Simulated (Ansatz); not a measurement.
## Changed inputs in constrained RPA: SrMnO3 (cubic perovskite) (Pm-3m)

What does U in SrMnO3 (cubic perovskite) (Pm-3m) depend on besides the window?

Main program and level: Ansatz 0.2.0; constrained RPA on LDA, plane waves, PAW.

Report form: the programs' logs are mostly left out.

### Step 1. Starting point

Symmetry: Pm-3m, No. 221, cubic system. The conventional cell has a = 3.704 Å, b = 3.704 Å, c = 3.704 Å, α = 90.00°, β = 90.00°, γ = 90.00°. Nearest to Sr lie 12 O at 2.62 Å. Nearest to Mn lie 6 O at 1.85 Å. O has 2 Mn at 1.85 Å and 4 Sr at 2.62 Å nearest. Farther neighbours and most contacts between anions are not listed.

The structure was relaxed with LDA. The structure type comes from a generator and need not be one that this composition takes. The structure was generated from a model, not taken from a measurement. The runs that relaxed it are not among those shown. The program's search for lower electronic states was switched off, so nothing shows that the state found is the lowest. The default PAW set here is soft_2. Its files were made with PBE.

### Step 2. Base: Mn d + anion p, bands v11 to c3, 4×4×4 mesh, medium accuracy

Constrained RPA screens the interaction with every transition except those inside the target bands, which a later many-body model would treat itself.

Input file input.yaml:

```yaml
crystal:
  lattice:
    - [0.0, -3.70351262, 0.0]
    - [0.0, 0.0, 3.70351262]
    - [-3.70351262, 0.0, 0.0]
  atoms:
    - { symbol: Sr, position: [0.0, 0.0, 0.0] }
    - { symbol: Mn, position: [0.5, 0.5, 0.5] }
    - { symbol: O, position: [0.5, 0.5, 0.0] }
    - { symbol: O, position: [0.5, 0.0, 0.5] }
    - { symbol: O, position: [0.0, 0.5, 0.5] }
kpoints:
  mp_grid: { grid: [6, 6, 6] }
hamiltonian:
  xc: lda
scf:
  occupations: { method: gaussian, width: 0.08 }
  n_extra_bands: 19
  max_iter: 150
  lower_state_search: "off"
output:
  crpa:
    kmesh: [4, 4, 4]
    target_bands: [v11, c3]
    projections: [{ species: Mn, l: d, shell: 3 }, { species: O, l: p, shell: 2 }]
  local_orbitals:
    kmesh: [8, 8, 8]
    orbitals: [{ species: Mn, l: d, shell: 3 }, { species: O, l: p, shell: 2 }]
    window: { bands: [v11, c3] }
    seedname: lo
```

Run with:

```
> ansatz run input.yaml --threads 4 --pin off --max-ram 9216MiB --backend cpu --events-out ev --progress --plain --runs-dir out
```

The job ended after 2.7 min (4 threads of Arm Neoverse V2, shared host; peak memory 0.65 GiB).

This step gave:

```
U                                                 : 10.89 eV
U prime (inter-orbital)                           : 9.500 eV
J                                                 : 0.6945 eV
bare V                                            : 23.41 eV
bare J                                            : 0.8281 eV
stated bound on U                                 : 0.02052 eV
U over bare V                                     : 0.4651
electrons in the window                           : 21
head of the constrained inverse dielectric matrix : 0.3483
least eigenvalue of the projection's overlap      : 0.8164
target functions                                  : 14
bands in the sums                                 : 50
r.m.s. miss of the model bands                    : 1.67e-4 eV
width of the target bands                         : 12.51 eV
weight of the projected orbitals in the window    : 0.9508
```

On the Mn d shell, screening brings the on-site interaction from 23.4 eV down to U = 10.89 eV.

### Step 3. Changed: 2×2×2 mesh

input.yaml, the sections that differ from step 2:

```yaml
output:
  crpa:
    kmesh: [2, 2, 2]
    target_bands: [v11, c3]
    projections: [{ species: Mn, l: d, shell: 3 }, { species: O, l: p, shell: 2 }]
# crystal, kpoints, hamiltonian, scf: as in step 2
```

Elapsed: 14 s, on 4 threads; peak memory 0.55 GiB.

Numbers from this step:

```yaml
u: 10.94 eV
u_prime_inter_orbital: 9.549 eV
j: 0.6975 eV
bare_v: 23.54 eV
bare_j: 0.8311 eV
stated_bound_on_u: 0.01388 eV
u_over_bare_v: 0.4648
electrons_in_the_window: 21.00
head_of_the_constrained_inverse_dielectric_matrix: 0.3339
least_eigenvalue_of_the_projection_s_overlap: 0.8164
target_functions: 14
bands_in_the_sums: 50
width_of_the_target_bands: 12.51 eV
weight_of_the_projected_orbitals_in_the_window: 0.9508
```

On the Mn d shell, screening brings the on-site interaction from 23.5 eV down to U = 10.94 eV.

### Step 4. Changed: smooth pair densities

input.yaml: that of step 3 with these lines changed.

```diff
@@ -22,4 +22,5 @@
   crpa:
-    kmesh: [2, 2, 2]
+    kmesh: [4, 4, 4]
     target_bands: [v11, c3]
     projections: [{ species: Mn, l: d, shell: 3 }, { species: O, l: p, shell: 2 }]
+    pair_densities: pseudo
```

Wall time 3.9 min (4 threads); peak memory 0.56 GiB.

Numbers from this step:

```yaml
u: 10.95 eV
u_prime_inter_orbital: 9.497 eV
j: 0.7272 eV
bare_v: 23.41 eV
bare_j: 0.8281 eV
stated_bound_on_u: 0.009754 eV
u_over_bare_v: 0.4677
electrons_in_the_window: 21
head_of_the_constrained_inverse_dielectric_matrix: 0.3485
least_eigenvalue_of_the_projection_s_overlap: 0.8164
target_functions: 14
bands_in_the_sums: 50
width_of_the_target_bands: 12.51 eV
weight_of_the_projected_orbitals_in_the_window: 0.9508
```

On the Mn d shell, screening brings the on-site interaction from 23.4 eV down to U = 10.95 eV.

### Step 5. Changed: sums over states

input.yaml: that of step 4 with these lines changed.

```diff
@@ -25,2 +25,4 @@
     projections: [{ species: Mn, l: d, shell: 3 }, { species: O, l: p, shell: 2 }]
-    pair_densities: pseudo
+    accuracy: sum_over_states
+    n_empty_bands: 22
+    ecut_chi: 136
```

Wall time 15 s (4 threads); peak memory 0.56 GiB.

This variant gives U = 12.48 eV against 10.89 eV. It is a finite sum over empty states with no bound on its error and stays out of the table below.

### Step 6. Changed: orbitals of another atom

input.yaml: that of step 5 with these lines changed.

```diff
@@ -24,5 +24,2 @@
     target_bands: [v11, c3]
-    projections: [{ species: Mn, l: d, shell: 3 }, { species: O, l: p, shell: 2 }]
-    accuracy: sum_over_states
-    n_empty_bands: 22
-    ecut_chi: 136
+    projections: [{ species: O, l: p }]
```

Elapsed: 0.1 s, on 4 threads; peak memory 0.091 GiB.

The program refused the input before any cycle.

The program's message: “Error: invalid value for `output.crpa.projections`: 9 orbital(s) selected but the target window spans 14 band(s); name one orbital per band of it”

The fault put into this input: trial orbitals that do not match the target bands.

### Step 7. Changed: volume -3 %

The cell differs from the one that the last finished run ended in (a 3.704 → 3.666 Å, b 3.704 → 3.666 Å, c 3.704 → 3.666 Å).

input.yaml, the sections that differ from step 6:

```yaml
crystal:
  lattice:
    - [0.0, -3.6661008438, 0.0]
    - [0.0, 0.0, 3.6661008438]
    - [-3.6661008438, 0.0, 0.0]
  atoms:
    - { symbol: Sr, position: [0.0, 0.0, 0.0] }
    - { symbol: Mn, position: [0.5, 0.5, 0.5] }
    - { symbol: O, position: [0.5, 0.5, 0.0] }
    - { symbol: O, position: [0.5, 0.0, 0.5] }
    - { symbol: O, position: [0.0, 0.5, 0.5] }
output:
  crpa:
    kmesh: [4, 4, 4]
    target_bands: [v11, c3]
    projections: [{ species: Mn, l: d, shell: 3 }, { species: O, l: p, shell: 2 }]
  local_orbitals:
    kmesh: [8, 8, 8]
    orbitals: [{ species: Mn, l: d, shell: 3 }, { species: O, l: p, shell: 2 }]
    window: { bands: [v11, c3] }
    seedname: lo
# kpoints, hamiltonian, scf: as in step 6
```

Run time: 2.7 min. Hardware: 4 threads; peak memory 0.64 GiB; 10 min of CPU time.

This step gave:

| Item | Value |
| --- | --- |
| U | 10.83 eV |
| U prime (inter-orbital) | 9.444 eV |
| J | 0.6939 eV |
| bare V | 23.41 eV |
| bare J | 0.8278 eV |
| stated bound on U | 0.01966 eV |
| U over bare V | 0.4628 |
| electrons in the window | 21.00 |
| head of the constrained inverse dielectric matrix | 0.3448 |
| least eigenvalue of the projection's overlap | 0.8179 |
| target functions | 14 |
| bands in the sums | 50 |
| r.m.s. miss of the model bands | 1.68e-4 eV |
| width of the target bands | 12.91 eV |
| weight of the projected orbitals in the window | 0.9491 |

On the Mn d shell, screening brings the on-site interaction from 23.4 eV down to U = 10.83 eV.

### Step 8. Changed: volume -6 %

The cell differs from the one that the last finished run ended in (a 3.666 → 3.628 Å, b 3.666 → 3.628 Å, c 3.666 → 3.628 Å).

input.yaml: that of step 7 with these lines changed.

```diff
@@ -2,5 +2,5 @@
   lattice:
-    - [0.0, -3.6661008438, 0.0]
-    - [0.0, 0.0, 3.6661008438]
-    - [-3.6661008438, 0.0, 0.0]
+    - [0.0, -3.627909516, 0.0]
+    - [0.0, 0.0, 3.627909516]
+    - [-3.627909516, 0.0, 0.0]
   atoms:
```

Elapsed: 2.6 min, on 4 threads; peak memory 0.64 GiB; 10 min of CPU time.

Numbers from this step:

```
U                                                 : 10.77 eV
U prime (inter-orbital)                           : 9.378 eV
J                                                 : 0.6930 eV
bare V                                            : 23.40 eV
bare J                                            : 0.8272 eV
stated bound on U                                 : 0.01941 eV
U over bare V                                     : 0.4601
electrons in the window                           : 21
head of the constrained inverse dielectric matrix : 0.3410
least eigenvalue of the projection's overlap      : 0.8149
target functions                                  : 14
bands in the sums                                 : 50
r.m.s. miss of the model bands                    : 1.94e-4 eV
width of the target bands                         : 13.33 eV
weight of the projected orbitals in the window    : 0.9470
```

On the Mn d shell, screening brings the on-site interaction from 23.4 eV down to U = 10.77 eV.

### Step 9. Side by side

Times are wall times on 4 threads of Arm Neoverse V2, shared host, good to a factor of about two.

| run | bare V (eV) | U (eV) | J (eV) | bound on U (eV) | width (eV) | time |
| --- | --- | --- | --- | --- | --- | --- |
| target window | 23.41 | 10.888 | 0.694 | 0.0205 | 12.51 | 2.7 min |
| 2×2×2 mesh | 23.54 | 10.943 | 0.697 | 0.0139 | 12.51 | 14 s |
| smooth pair densities | 23.41 | 10.949 | 0.727 | 0.0098 | 12.51 | 3.9 min |
| volume -3 % | 23.41 | 10.832 | 0.694 | 0.0197 | 12.91 | 2.7 min |
| volume -6 % | 23.40 | 10.766 | 0.693 | 0.0194 | 13.33 | 2.6 min |

### Step 10. Summary of results

- target window: U 10.89 eV, J 0.69 eV
- 2×2×2 mesh: U 10.94 eV, J 0.70 eV
- smooth pair densities: U 10.95 eV, J 0.73 eV
- volume -3 %: U 10.83 eV, J 0.69 eV
- volume -6 %: U 10.77 eV, J 0.69 eV

2×2×2 mesh moves U by +0.05 eV at 0.085 times the time. Smooth pair densities moves U by +0.06 eV. Volume -3 % moves U by −0.06 eV. Volume -6 % moves U by −0.12 eV. The printed bound covers the solver alone, not the mesh, and no denser mesh than the base was run. The parent state is non-magnetic and the interaction static (zero frequency); U depends on the window and the orbitals, so it belongs to this model alone. A window that holds the anion p bands defines a model with explicit ligands; its U belongs to that model and is not the U of DFT+U.

[Paths, hosts, dates, memory and timing lines, banners, echoed tables and standing remarks are left out of the program output.]

[Logs are printed without paths, hosts, clocks, repeated set-up lines and the standing remarks that a program may print on its own settings, such as how far it seeks lower states.]

[Runs of the session that timed out or met a known fault of the program may be left out.]

[Hosts, paths, dates, database ids (printed as entryN), source tags and the programs' standing remarks are cut or masked in the printed files.]
